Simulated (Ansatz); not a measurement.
# C (Fd-3m, 2 atoms in the cell): zone-centre modes under pressure

Wanted: Grüneisen parameters and pressure coefficients of the modes of C (Fd-3m, 2 atoms in the cell).

Program: Ansatz 0.2.0. Level of theory: DFT LDA, scalar-relativistic, plane waves, PAW; PAW set soft_1. Results are calculated unless marked as measured.

## 1. Starting point

It takes space group Fd-3m (No. 227, cubic). Conventional cell: a = 3.567 Å, b = 3.567 Å, c = 3.567 Å, α = 90.00°, β = 90.00°, γ = 90.00°. C has 4 C at 1.54 Å nearest.

Structure file:

```cif
data_structure
_symmetry_space_group_name_H-M 'P 1'
_symmetry_Int_Tables_number 1
_cell_length_a 2.5221
_cell_length_b 2.5221
_cell_length_c 2.5221
_cell_angle_alpha 60.000
_cell_angle_beta 60.000
_cell_angle_gamma 60.000
_cell_volume 11.34
loop_
_atom_site_label
_atom_site_type_symbol
_atom_site_fract_x
_atom_site_fract_y
_atom_site_fract_z
_atom_site_occupancy
C1 C 0.50000 0.50000 0.50000 1
C2 C 0.75000 0.75000 0.75000 1
```

## 2. A rough relaxation first

The start is far from rest, so a relaxation with loose tolerances brings it close first.

Input file input.yaml:

```yaml
crystal:
  lattice:
    - [0.0, 1.78337, 1.78337]
    - [1.78337, 0.0, 1.78337]
    - [1.78337, 1.78337, 0.0]
  atoms:
    - { symbol: C, position: [0.5, 0.5, 0.5] }
    - { symbol: C, position: [0.75, 0.75, 0.75] }
kpoints:
  mp_grid: { grid: [10, 10, 10] }
hamiltonian:
  xc: lda
  pseudopotentials: { kind: paw, azcp: { folder: soft_1 }, xc_functional: pbe }
scf:
  occupations: { method: gaussian, width: 0.1 }
output:
  forces: true
  stress: true
  eigenvalues: true
relax:
  adjacent_minimum: "off"
  f_tol: 0.05
  max_steps: 80
  cell: { stress_tol: 0.5 }
```

Launch:

```console
> ansatz run input.yaml --threads 4 --pin off --max-ram 10240MiB --backend cpu --events-out ev --progress --plain --runs-dir out
```

Numbers of over 12 decimals in the logs are rounded to 6 here.

The log of the run:

```text
The last accepted step is kept in <dir> (removed where the run ends without a failure and the disk answers)
Engine: ansatz 0.2.0, x86_64-unknown-linux-gnu
Pseudopotentials: kind: paw
Pseudopotential: C, paw, valence charge 4, recommended cutoff 420 eV (normal), soft_1/C.paw.azcp
Functional definition: SPW92
  exchange = slater_x
  correlation = pw_c
Crystal: 2 atoms, lattice volume = 11.344 Å³
[...]
--- Relaxed structure (3 steps of the walk, 3 accepted, 1 SCFs on fresh bases) ---
  F+E_penalty+E_count = -485.99037661 eV   max|allowed force component| = 1.850e-16 eV/Å   (the final SCF, on the basis selected at the relaxed cell)
  cell:  # Å, volume = 11.0108 Å³
    - [0, 1.765749, 1.765749]
    - [1.765749, 0, 1.765749]
    - [1.765749, 1.765749, 0]
  atoms:
    - { symbol: C, position: [0.5, 0.5, 0.5] }
    - { symbol: C, position: [0.750000, 0.750000, 0.750000] }
[key lines of the parts left out:]
SCF converged after 7 iterations
Free energy (F): -485.990377 eV
Fermi energy:    15.743074 eV
P = ⅓ Tr σ = -0.0150 GPa (-0.150 kbar)
```

Elapsed: 0.67 s, on 4 threads of AMD EPYC 7B13 (Zen 3), shared host; peak memory 0.31 GiB.

The steps of the relaxation:

```
step  energy less that of the first step (eV)  largest force component (eV/Å)  pressure (GPa)  volume (Å³)
   1                                   0.0000                          0.0000          -13.21        11.34
   2                                  -0.0128                          0.0000           -5.19        11.14
   3                                  -0.0155                          0.0000            0.20        11.01
  4*                                  -0.0141                          0.0000           -0.01        11.01
```

Relaxation steps marked * repeat the geometry before them on a plane-wave basis chosen anew for their cell, so energy and pressure can jump there.

Forces are held to the 48 operations that the run works with; a distortion that breaks them can't arise in this run.

```
conventional cell, symmetrised  before  after  change
                         a (Å)   3.567  3.531  -1.0 %
                         b (Å)   3.567  3.531  -1.0 %
                         c (Å)   3.567  3.531  -1.0 %
              volume (Å³/atom)    5.67   5.51  -2.9 %
```

Final coordinates:

```cif
data_structure
_symmetry_space_group_name_H-M 'P 1'
_symmetry_Int_Tables_number 1
_cell_length_a 2.4971
_cell_length_b 2.4971
_cell_length_c 2.4971
_cell_angle_alpha 60.000
_cell_angle_beta 60.000
_cell_angle_gamma 60.000
_cell_volume 11.01
loop_
_atom_site_label
_atom_site_type_symbol
_atom_site_fract_x
_atom_site_fract_y
_atom_site_fract_z
_atom_site_occupancy
C1 C 0.50000 0.50000 0.50000 1
C2 C 0.75000 0.75000 0.75000 1
```

This step gave:

```
pressure          : -0.01498 GPa
gap on the k-mesh : 4.211 eV
volume per atom   : 5.505 Å³
```

In this step the volume went from 5.67 to 5.51 Å³/atom.

## 3. Bringing the structure to rest

The cell and atoms are relaxed, since residual forces and stress would shift the frequencies.

input.yaml, the sections that differ from step 2:

```yaml
crystal:
  lattice:
    - [0.0, 1.7657494264, 1.7657494264]
    - [1.7657494264, 0.0, 1.7657494264]
    - [1.7657494264, 1.7657494264, 0.0]
  atoms:
    - { symbol: C, position: [0.5, 0.5, 0.5] }
    - { symbol: C, position: [0.75, 0.75, 0.75] }
kpoints:
  mp_grid: { grid: [12, 12, 12] }
scf:
  occupations: { method: gaussian, width: 0.02 }
relax:
  adjacent_minimum: "off"
  f_tol: 0.005
  max_steps: 80
  cell: { stress_tol: 0.05 }
# hamiltonian, output: as in step 2
```

The log of the run:

```text
[...]
Crystal: 2 atoms, lattice volume = 11.011 Å³
Basis set: ecut = 420 eV, 181 PW (Γ)
Bands: 8, of which v1, the nominal top of the filled ones, is band 4 counted from 1 (3 counted from 0)
Symmetry: 48 space group operations
[...]
k-points: 72 of 1728
[...]
--- Band table (eV; the first three rows and the last of 72) ---
[...]
--- Relaxed structure (1 steps of the walk, 1 accepted, 1 SCFs on fresh bases) ---
[...]
cell:  # Å, volume = 11.0108 Å³
    - [0.0, 1.7657494264, 1.7657494264]
    - [1.7657494264, 0.0, 1.7657494264]
    - [1.7657494264, 1.7657494264, 0.0]
  atoms:
    - { symbol: C, position: [0.500000, 0.500000, 0.500000] }
    - { symbol: C, position: [0.750000, 0.750000, 0.750000] }
[key lines of the parts left out:]
SCF converged after 6 iterations
Free energy (F): -485.990475 eV
Fermi energy:    15.738944 eV
P = ⅓ Tr σ = -0.0214 GPa (-0.214 kbar)
```

Elapsed: 0.48 s, on 4 threads; peak memory 0.29 GiB.

Little changed from the start: no atom moved by 0.005 Å and no cell edge by 0.1 %.

This step gave:

- pressure: -0.02143 GPa
- gap on the k-mesh: 4.202 eV

In this step the volume went from 5.51 to 5.51 Å³/atom.

## 4. Tight relaxation

Phonons need small forces and stress, so the relaxation is finished with tight tolerances on 12×12×12 k points.

input.yaml, as its differences from that of step 3:

```diff
@@ -14,3 +14,3 @@
 scf:
-  occupations: { method: gaussian, width: 0.02 }
+  occupations: { method: fixed }
 output:
@@ -21,4 +21,4 @@
   adjacent_minimum: "off"
-  f_tol: 0.005
-  max_steps: 80
-  cell: { stress_tol: 0.05 }
+  f_tol: 0.001
+  max_steps: 60
+  cell: { stress_tol: 0.01 }
```

The log of the run:

```text
[...]
Crystal: 2 atoms, lattice volume = 11.011 Å³
Basis set: ecut = 420 eV, 181 PW (Γ)
Bands: 8, of which v1, the nominal top of the filled ones, is band 4 counted from 1 (3 counted from 0)
Symmetry: 48 space group operations
[...]
k-points: 72 of 1728
[...]
P = ⅓ Tr σ = -0.0086 GPa (-0.086 kbar)
--- Band table (eV; the first three rows and the last of 72) ---
[...]
--- Relaxed structure (2 steps of the walk, 2 accepted, 1 SCFs on fresh bases) ---
[...]
cell:  # Å, volume = 11.0105 Å³
    - [0, 1.765733, 1.765733]
    - [1.765733, 0, 1.765733]
    - [1.765733, 1.765733, 0]
  atoms:
    - { symbol: C, position: [0.500000, 0.500000, 0.500000] }
    - { symbol: C, position: [0.750000, 0.750000, 0.750000] }
[key lines of the parts left out:]
SCF converged after 4 iterations
Free energy (F): -485.990476 eV
Fermi energy:    13.638634 eV
```

Wall time 0.58 s (4 threads); peak memory 0.31 GiB; 1.6 s of CPU time.

Little changed from the start: no atom moved by 0.005 Å and no cell edge by 0.1 %.

Numbers from this step:

- pressure: -0.008565 GPa

The forces vanish by symmetry and the pressure is -0.009 GPa, within the tolerances set. The cell now holds 5.51 Å³/atom.

## 5. Zone-centre response at rest

The modes at rest are the reference of the series, and the response to a field gives the dielectric tensor and the Born charges.

input.yaml, the sections that differ from step 4:

```yaml
crystal:
  lattice:
    - [0.0, 1.7657332855, 1.7657332855]
    - [1.7657332855, 0.0, 1.7657332855]
    - [1.7657332855, 1.7657332855, 0.0]
  atoms:
    - { symbol: C, position: [0.5, 0.5, 0.5] }
    - { symbol: C, position: [0.75, 0.75, 0.75] }
output:
  eigenvalues: true
phonons:
  method: dfpt
  dielectric: true
  rigid_motions: translations
  raman: true
# kpoints, hamiltonian, scf: as in step 4
# relax: removed
```

The log of the run:

```text
[...]
Crystal: 2 atoms, lattice volume = 11.010 Å³
Basis set: ecut = 420 eV, 181 PW (Γ), exchange–correlation on 40×40×40 points (8 copies of the dense FFT grid, shifted against one another)
Bands: 8, of which v1, the nominal top of the filled ones, is band 4 counted from 1 (3 counted from 0)
Symmetry: 48 space group operations
k-points: 280 of 1728 (irreducible under 4 space group operations, time reversal used)
[...]
SCF iter   1: F=—  HF=-486.720076 eV  |F-HF|=—  |Δ(HF+E_count)|=         —  Δρ=1.47e-1  dr2=1.69e0  ethr=3.10e-3  ⟨swp⟩=3.9  Hψ=12868  notcnv=0  defer=483
[...]
SCF iter   7: F=-485.990477 eV  HF=-485.990477 eV  |F-HF|=3.37e-11  |Δ(HF+E_count)|=  3.28e-10  Δρ=1.67e-6  dr2=8.37e-11  ethr=1.25e-12  ⟨swp⟩=7.0  Hψ=11704  notcnv=0
SCF 1 converged in 7 iterations: F = -485.990477 eV  dr2 = 8.37e-11
[...]
NSCF: frozen V_eff on 1 k-points
DFPT response loops at Γ: preconditioner auto → none (the input reference at scf.mixing.eps_inf says where Resta's filter doesn't serve); β = 0.50; Broyden in place of MSR1
── the response to a field inside a basis, on 14×14×14 k-points: an SCF that follows is theirs, and a resumed run solves both again ──
Bands: 5, of which v1, the nominal top of the filled ones, is band 4 counted from 1 (3 counted from 0)
k-points: 280
[...]
Eigensolver: Dense (280 Hₖ)
SCF iter   1: F=—  HF=-485.993577 eV  |F-HF|=—  |Δ(HF+E_count)|=         —  Δρ=5.68e-4  dr2=4.36e-6  ethr=1.00e-1
[...]
SCF iter   4: F=-485.993580 eV  HF=-485.993580 eV  |F-HF|=1.93e-12  |Δ(HF+E_count)|=   1.34e-9  Δρ=7.05e-7  dr2=1.59e-11  ethr=1.97e-11
SCF 1 converged in 4 iterations: F = -485.993580 eV  dr2 = 1.59e-11
[...]
SCF converged after 7 iterations
Free energy (F): -485.990477 eV
[...]
Internal energy: -485.990477 eV  (E = F + TS)
E sigma→0 (E₀):  -485.990477 eV
Fermi energy:    13.638635 eV
[...]
--- Band table (eV; the first three rows and the last of 280) ---
[...]
--- Phonons (Γ-DFPT): 1 representative perturbation + reference, on 280 of 1728 k-points (Σ response iterations 3) ---
  k mesh reduced under 4 symmetry operations, with k and −k counted as one. Each operation leaves every solved perturbation unchanged. A smaller set is not considered because the run solves the response to a homogeneous field
  ASR residual: 5.995e-4 → 0.000e0 eV/Å²; symmetrization residual: 1.208e-13 eV/Å²
  ASR residual per site (eV/Å²): 6.00e-4 6.00e-4
  Γ frequencies (cm⁻¹): 0.00 0.00 0.00 1322.60 1322.60 1322.60
  ε∞ (high-frequency dielectric tensor):
        5.763901    -0.000000     0.000000
       -0.000000     5.763901     0.000000
        0.000000     0.000000     5.763901
  ε⁰ (static dielectric tensor: ions relaxed, cell fixed):
        5.763901    -0.000000     0.000000
       -0.000000     5.763901     0.000000
        0.000000     0.000000     5.763901
  ε⁰ − ε∞ (ionic part):
        0.000000    -0.000000     0.000000
       -0.000000     0.000000     0.000000
        0.000000     0.000000     0.000000
  softest optical mode at Γ: 1322.60 cm⁻¹; the repairs (sum rule, projections) moved no ω² at Γ by more than (3.68 cm⁻¹)²
  Born effective charges Z* (e; rows j = field, columns β = displacement):
    site 0:
         0.00000    0.00000   -0.00000
        -0.00000   -0.00000   -0.00000
         0.00000   -0.00000   -0.00000
    site 1:
        -0.00000   -0.00000    0.00000
         0.00000    0.00000    0.00000
        -0.00000    0.00000    0.00000
  Z* charge neutrality: 1.802e-4 e pre-enforcement
  solved inside a basis spanned on kpoints, on 14×14×14 k-points transformed towards the longest dipole: ε∞ is read to err by 1.5e-2, Z* by 4.1e-3 e (field_mesh: kpoints solves on kpoints)
  Raman tensors (in the event stream and the table raman_tensors.tsv): an entry may err by 4.8e-4 Å², one of the second-order susceptibility by 2.2e-20 pm/V (basis, points and sum rule); their sum over the sites missed zero by 8.882e-16 Å² ahead of its enforcement
  optical modes at Γ without the LO–TO term, one row a degenerate level:
      ω (cm⁻¹)  modes    IR ((D/Å)²/amu)  static Raman (Å⁴/amu)  depolarisation
       1322.60      3             0.0000               209.7901           0.750
  optical modes at Γ + LO–TO along q̂ = [1.0000, 0.0000, 0.0000]:
      ω (cm⁻¹)  modes    IR ((D/Å)²/amu)  static Raman (Å⁴/amu)  depolarisation
       1322.60      3             0.0000               209.7901           0.750
  optical modes at Γ + LO–TO along q̂ = [0.0000, 1.0000, 0.0000]:
      ω (cm⁻¹)  modes    IR ((D/Å)²/amu)  static Raman (Å⁴/amu)  depolarisation
       1322.60      3             0.0000               209.7901           0.750
  optical modes at Γ + LO–TO along q̂ = [0.0000, 0.0000, 1.0000]:
      ω (cm⁻¹)  modes    IR ((D/Å)²/amu)  static Raman (Å⁴/amu)  depolarisation
       1322.60      3             0.0000               209.7901           0.750
```

Run time: 21 s. Hardware: 4 threads; peak memory 0.77 GiB.

The column dr2 measures how far the density is from self-consistency, as an energy; F and HF (Harris–Foulkes) agree once it is small.

This step gave:

```
sum-rule residual before enforcement                    : 6.00e-4 eV/Å²
miss of the charge sum rule                             : 1.80e-4 e
estimated error of the dielectric tensor                : 0.01469
estimated error of the Born charges                     : 0.004135 e
point group                                             : m-3m
highest optical mode at the zone centre (no LO-TO term) : 1323 cm⁻¹
lowest optical zone-centre mode                         : 1323 cm⁻¹
mean high-frequency dielectric constant                 : 5.764
largest Born charge (third of the trace)                : 0 e
mean static dielectric constant                         : 5.764
top of the zone-centre spectrum with the field          : 1323 cm⁻¹
```

Patterns of degenerate modes are one choice out of their space. Modes at Γ:

```
mode  frequency (cm⁻¹)  symmetry
   1               0.0  acoustic
   2               0.0  acoustic
   3               0.0  acoustic
   4            1322.6       T2g
   5            1322.6       T2g
   6            1322.6       T2g
```

Displacements in mode 6 (1322.6 cm⁻¹), the largest set to 1:
```
C1   0.00 -0.06  1.00
C2   0.00  0.06 -1.00
```

Optical modes at the zone centre, without and with the macroscopic field of the longitudinal modes; each column is sorted by frequency, so a row need not hold one and the same mode. Modes with and without the field, by row:

```
rank among optical modes  no field (cm⁻¹)  q along (1, 0, 0) (cm⁻¹)
                       1             1323                      1323
                       2             1323                      1323
                       3             1323                      1323
```

The Born charge (rows field, columns displacement) vanishes on all sites.

High-frequency dielectric tensor:

```
5.76 0.00 0.00
0.00 5.76 0.00
0.00 0.00 5.76
```

Static dielectric tensor (ions relaxed, fixed cell):

```
5.76 0.00 0.00
0.00 5.76 0.00
0.00 0.00 5.76
```

Activity x (w_L - w)^4 (n + 1)/w, 532 nm, 300 K; modes without the macroscopic field alone. Raman lines, with heights relative to the strongest:

```
position (cm⁻¹)  label  relative intensity
           1323    T2g                 100
```

Before it was imposed, the acoustic sum rule was missed by 6.0e-4 eV/Å² and the charge sum rule by 1.8e-4 e. Small misses are needed for a sound result but don't prove that mesh and cutoff are converged. The lowest optical mode is real, 1323 cm⁻¹.

## 6. Ground state of a member: 1.06 times the volume at rest

The cell is set to 1.06 times the volume at rest; symmetry leaves nothing else free, so this is a single point.

input.yaml, the sections that differ from step 5:

```yaml
crystal:
  lattice:
    - [0.0, 1.8003642989, 1.8003642989]
    - [1.8003642989, 0.0, 1.8003642989]
    - [1.8003642989, 1.8003642989, 0.0]
  atoms:
    - { symbol: C, position: [0.5, 0.5, 0.5] }
    - { symbol: C, position: [0.75, 0.75, 0.75] }
output:
  forces: true
  stress: true
  eigenvalues: true
# kpoints, hamiltonian, scf: as in step 5
# phonons: removed
```

The log of the run:

```text
[...]
Crystal: 2 atoms, lattice volume = 11.671 Å³
Basis set: ecut = 420 eV, 259 PW (Γ)
Bands: 8, of which v1, the nominal top of the filled ones, is band 4 counted from 1 (3 counted from 0)
Symmetry: 48 space group operations
[...]
k-points: 72 of 1728
[...]
SCF iter   1: F=—  HF=-486.558688 eV  |F-HF|=—  |Δ(HF+E_count)|=         —  Δρ=1.33e-1  dr2=1.47e0  ethr=3.10e-3  ⟨swp⟩=3.8  Hψ=3302  notcnv=0  defer=114
[...]
SCF iter   6: F=-485.937646 eV  HF=-485.937646 eV  |F-HF|=2.24e-9  |Δ(HF+E_count)|=   1.04e-8  Δρ=1.17e-5  dr2=4.73e-9  ethr=7.60e-10  ⟨swp⟩=2.0  Hψ=1946  notcnv=0
SCF 1 converged in 6 iterations: F = -485.937646 eV  dr2 = 4.73e-9
[...]
SCF converged after 6 iterations
Free energy (F): -485.937646 eV
[...]
Internal energy: -485.937646 eV  (E = F + TS)
E sigma→0 (E₀):  -485.937646 eV
Fermi energy:    12.583599 eV
[...]
--- Stress (GPa, compression-positive) ---
      -24.475299       0.000000      -0.000000
        0.000000     -24.475299      -0.000000
        0.000000      -0.000000     -24.475299
  P = ⅓ Tr σ = -24.4753 GPa (-244.753 kbar)
--- Band table (eV; the first three rows and the last of 72) ---
[...]
```

Run time: 0.27 s. Hardware: 4 threads; peak memory 0.3 GiB.

This step gave:

```yaml
pressure: -24.48 GPa
gap_on_the_k_mesh: 4.062 eV
volume_per_atom: 5.836 Å³
```

The forces vanish by symmetry, at a pressure of -24.48 GPa.

[end of part 1 of 2]

[Logs are printed without paths, hosts, clocks, repeated set-up lines and the standing remarks that a program may print on its own settings, such as how far it seeks lower states.]

[Hosts, paths, dates, database ids (printed as entryN), source tags and the programs' standing remarks are cut or masked in the printed files.]
